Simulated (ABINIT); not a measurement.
# Beyond one shot: Diamond (Fd-3m, 2 atoms a cell), part 2 of 2

How far does self-consistency move the gap of Diamond (Fd-3m, 2 atoms a cell)?

ABINIT 10.8.3; PBE and many-body steps on it, plane waves. Known limits of the many-body steps: not at the basis limit; coarse k mesh.

So far. Step 11 (QSGW, cycle 3): Against the cycle before, the gap moves by +0.040 eV.

## Step 14: QSGW, cycle 4

This step: QSGW on PBE, plane waves, norm-conserving pseudopotentials.

Input file run.abi:

```
acell 3*1.0 Angstrom
rprim 
  -0.000000000000 1.783370000000 1.783370000000
  1.783370000000 -0.000000000000 1.783370000000
  1.783370000000 1.783370000000 0.000000000000
ntypat 1
znucl 6
natom 2
typat 1 1
xred 
  -0.000000000000 0.000000000000 0.000000000000
  0.250000000000 0.250000000000 0.250000000000
pp_dirpath "pseudos"
pseudos "C.upf"
ecut 37
ngkpt 6 6 6
nshiftk 1
shiftk 0 0 0
kptopt 1
chksymbreak 0
istwfk *1
occopt 1
irdwfk 1
optdriver 4
nband 56
gwcalctyp 28
ecutsigx 37
symsigma 0
nkptgw 16
kptgw 
  0.0000000000 0.0000000000 0.0000000000
  0.1666666667 0.0000000000 0.0000000000
  0.3333333333 0.0000000000 0.0000000000
  0.5000000000 0.0000000000 0.0000000000
  0.1666666667 0.1666666667 0.0000000000
  0.3333333333 0.1666666667 0.0000000000
  0.5000000000 0.1666666667 0.0000000000
  -0.3333333333 0.1666666667 0.0000000000
  -0.1666666667 0.1666666667 0.0000000000
  0.3333333333 0.3333333333 0.0000000000
  0.5000000000 0.3333333333 0.0000000000
  -0.3333333333 0.3333333333 0.0000000000
  0.5000000000 0.5000000000 0.0000000000
  0.5000000000 0.3333333333 0.1666666667
  -0.3333333333 0.3333333333 0.1666666667
  -0.3333333333 0.5000000000 0.1666666667
bdgw 
  1 14
  1 14
  1 14
  1 14
  1 14
  1 14
  1 14
  1 14
  1 14
  1 14
  1 14
  1 14
  1 14
  1 14
  1 14
  1 14
ecuteps 8
irdscr 1
ppmodel 1
irdqps 1
rhoqpmix 0.3
indata_prefix "in"
outdata_prefix "out"
tmpdata_prefix "tmp"
```

On the command line:

```sh
> OMP_NUM_THREADS=1 mpirun -n 8 abinit run.abi > log
```

Run time: 43 s. Hardware: 8 MPI ranks of Arm Neoverse V2, shared host; peak memory 1.5 GiB.

Numbers from this step:

```yaml
quasiparticle_gap_on_the_mesh: 5.865 eV
gap_of_the_density_functional_on_the_mesh: 4.207 eV
k_of_the_valence_top: 0, 0, 0
k_of_the_conduction_bottom: 0.3333, 0.3333, 0
least_direct_quasiparticle_gap_on_the_computed_points: 7.864 eV
```

Against the cycle before, the gap moves by +0.009 eV.

## Step 15: Screening, 6×6×6 mesh, 56 bands, screening to 217.7 eV

This step: RPA screening on PBE, plane waves, norm-conserving pseudopotentials.

Input file run.abi:

```
acell 3*1.0 Angstrom
rprim 
  -0.000000000000 1.783370000000 1.783370000000
  1.783370000000 -0.000000000000 1.783370000000
  1.783370000000 1.783370000000 0.000000000000
ntypat 1
znucl 6
natom 2
typat 1 1
xred 
  -0.000000000000 0.000000000000 0.000000000000
  0.250000000000 0.250000000000 0.250000000000
pp_dirpath "pseudos"
pseudos "C.upf"
ecut 37
ngkpt 6 6 6
nshiftk 1
shiftk 0 0 0
kptopt 1
chksymbreak 0
istwfk *1
occopt 1
irdwfk 1
optdriver 3
nband 56
ecuteps 8
inclvkb 2
awtr 1
symchi 1
gwcalctyp 28
mbpt_sciss 2.372 eV
nqptdm 1
qptdm 
  0 0 0
indata_prefix "in"
outdata_prefix "out"
tmpdata_prefix "tmp"
```

It took 1.3 s on 8 MPI ranks; peak memory 0.1 GiB.

This step gave:

- ε∞ with local fields, on this mesh, along the program's q direction: 4.941
- the same without local fields: 5.253
- plasma frequency: 31.18 eV
- plane waves in the screening matrix: 65

This screening uses the functional's bands under a rigid shift, the mean opening of the cycle before.

## Step 16: Screening, 6×6×6 mesh, 56 bands, screening to 217.7 eV

This step: RPA screening on PBE from quasiparticle energies and orbitals, plane waves, norm-conserving pseudopotentials.

Changes to run.abi since step 15:

```diff
@@ -29,7 +29,21 @@
 symchi 1
+irdqps 1
 gwcalctyp 28
-mbpt_sciss 2.372 eV
-nqptdm 1
+nqptdm 15
 qptdm 
-  0 0 0
+  0.1666666667 0.0000000000 0.0000000000
+  0.3333333333 0.0000000000 0.0000000000
+  0.5000000000 0.0000000000 0.0000000000
+  0.1666666667 0.1666666667 0.0000000000
+  0.3333333333 0.1666666667 0.0000000000
+  0.5000000000 0.1666666667 0.0000000000
+  -0.3333333333 0.1666666667 0.0000000000
+  -0.1666666667 0.1666666667 0.0000000000
+  0.3333333333 0.3333333333 0.0000000000
+  0.5000000000 0.3333333333 0.0000000000
+  -0.3333333333 0.3333333333 0.0000000000
+  0.5000000000 0.5000000000 0.0000000000
+  0.5000000000 0.3333333333 0.1666666667
+  -0.3333333333 0.3333333333 0.1666666667
+  -0.3333333333 0.5000000000 0.1666666667
 indata_prefix "in"
```

Input file mrgscr.stdin:

```
2
merged
q0_SCR
out_SCR
1
```

On the command line:

```sh
> OMP_NUM_THREADS=1 mpirun -n 8 abinit run.abi > log; mrgscr < mrgscr.stdin
```

Run time: 3.8 s. Hardware: 8 MPI ranks; peak memory 0.69 GiB; 29 s of CPU time.

Numbers from this step:

| Property | Result |
| --- | --- |
| plasma frequency | 31.18 eV |
| plane waves in the screening matrix | 65 |

This screening reads the quasiparticle levels of the cycle before.

## Step 17: QSGW, cycle 5

This step: QSGW on PBE, plane waves, norm-conserving pseudopotentials.

Changes to run.abi since step 16:

```diff
@@ -23,12 +23,10 @@
 irdwfk 1
-optdriver 3
+optdriver 4
 nband 56
-ecuteps 8
-inclvkb 2
-awtr 1
-symchi 1
-irdqps 1
 gwcalctyp 28
-nqptdm 15
-qptdm 
+ecutsigx 37
+symsigma 0
+nkptgw 16
+kptgw 
+  0.0000000000 0.0000000000 0.0000000000
   0.1666666667 0.0000000000 0.0000000000
@@ -48,2 +46,24 @@
   -0.3333333333 0.5000000000 0.1666666667
+bdgw 
+  1 14
+  1 14
+  1 14
+  1 14
+  1 14
+  1 14
+  1 14
+  1 14
+  1 14
+  1 14
+  1 14
+  1 14
+  1 14
+  1 14
+  1 14
+  1 14
+ecuteps 8
+irdscr 1
+ppmodel 1
+irdqps 1
+rhoqpmix 0.3
 indata_prefix "in"
```

On the command line:

```sh
> OMP_NUM_THREADS=1 mpirun -n 8 abinit run.abi > log
```

Wall time 43 s (8 MPI ranks); peak memory 1.5 GiB; 5.7 min of CPU time.

Numbers from this step:

* quasiparticle gap on the mesh: 5.879 eV
* gap of the density functional on the mesh: 4.207 eV
* k of the valence top: 0, 0, 0
* k of the conduction bottom: 0.3333, 0.3333, 0
* least direct quasiparticle gap on the computed points: 7.877 eV

Against the cycle before, the gap moves by +0.014 eV.

## Step 18: Side by side

Times are wall times on 8 MPI ranks of Arm Neoverse V2, shared host, good to a factor of about two. A run's time includes the screening step that it read.

```
          run   mesh  bands  screening cutoff (eV)  DFT gap (eV)  gap on the mesh (eV)  direct (eV)  ε∞ used   time
         G0W0  6×6×6     56                  217.7         4.207                 5.481        7.357     5.76  5.6 s
QSGW, cycle 1  6×6×6     56                  217.7         4.207                 5.712        7.707     5.76   46 s
QSGW, cycle 2  6×6×6     56                  217.7         4.207                 5.816        7.825     5.00   48 s
QSGW, cycle 3  6×6×6     56                  217.7         4.207                 5.856        7.861     4.96   48 s
QSGW, cycle 4  6×6×6     56                  217.7         4.207                 5.865        7.864     4.94   48 s
QSGW, cycle 5  6×6×6     56                  217.7         4.207                 5.879        7.877     4.94   48 s
```

## Step 19: Summary of results

* G0W0: 5.481 eV
* QSGW, cycle 1: 5.712 eV
* QSGW, cycle 2: 5.816 eV
* QSGW, cycle 3: 5.856 eV
* QSGW, cycle 4: 5.865 eV
* QSGW, cycle 5: 5.879 eV
* known limits: not at the basis limit; coarse k mesh

In words: Only the bands that the input lists are updated; the others, empty or deep, keep the functional's energies or take a rigid shift. QSGW ends at 5.88 eV, +0.40 eV from G0W0, after 5 cycles that took 3.9 min beside the first screening; the last moved the gap by 0.014 eV. Against experiment, by QSGW, cycle 5: the gap of 5.88 eV lies +0.38 eV from the measured 5.5 eV (kind not stated, quoted 2019); the gap of 5.88 eV lies +0.41 eV from the measured 5.47 eV (kind not stated, quoted 2024). These are gaps on the mesh, at modest bands and cutoff. The calculation has static nuclei and no excitons; a measured gap holds zero-point and thermal motion, which mostly lowers it. Bands and cutoff are finite, so the gap is not at the basis limit. The miss can reach some tenths of an eV and take either sign; the mesh is an error of its own. The 6×6×6 mesh is coarse for this cell, which bears on the long-range parts of exchange and screening. In the updated screening the q = 0 part is built from Kohn-Sham bands under a rigid shift, the other q from the quasiparticle levels.

[Paths, hosts, dates, memory and timing lines, banners, echoed tables and standing remarks are left out of the program output.]

[Logs are printed without paths, hosts, clocks, repeated set-up lines and the standing remarks that a program may print on its own settings, such as how far it seeks lower states.]

[Runs of the session that timed out or met a known fault of the program may be left out.]

[Hosts, paths, dates, database ids (printed as entryN), source tags and the programs' standing remarks are cut or masked in the printed files.]

[G0W0 gaps are taken among the corrected bands and points alone; a level outside them can change the order at an edge.]

[Where Ansatz stands beside ABINIT at settings called matched, ABINIT's density can come from a denser mesh and the files from another edition; pairs whose starting gaps differed by over 0.03 eV were left out, so agreement reads better than it is.]
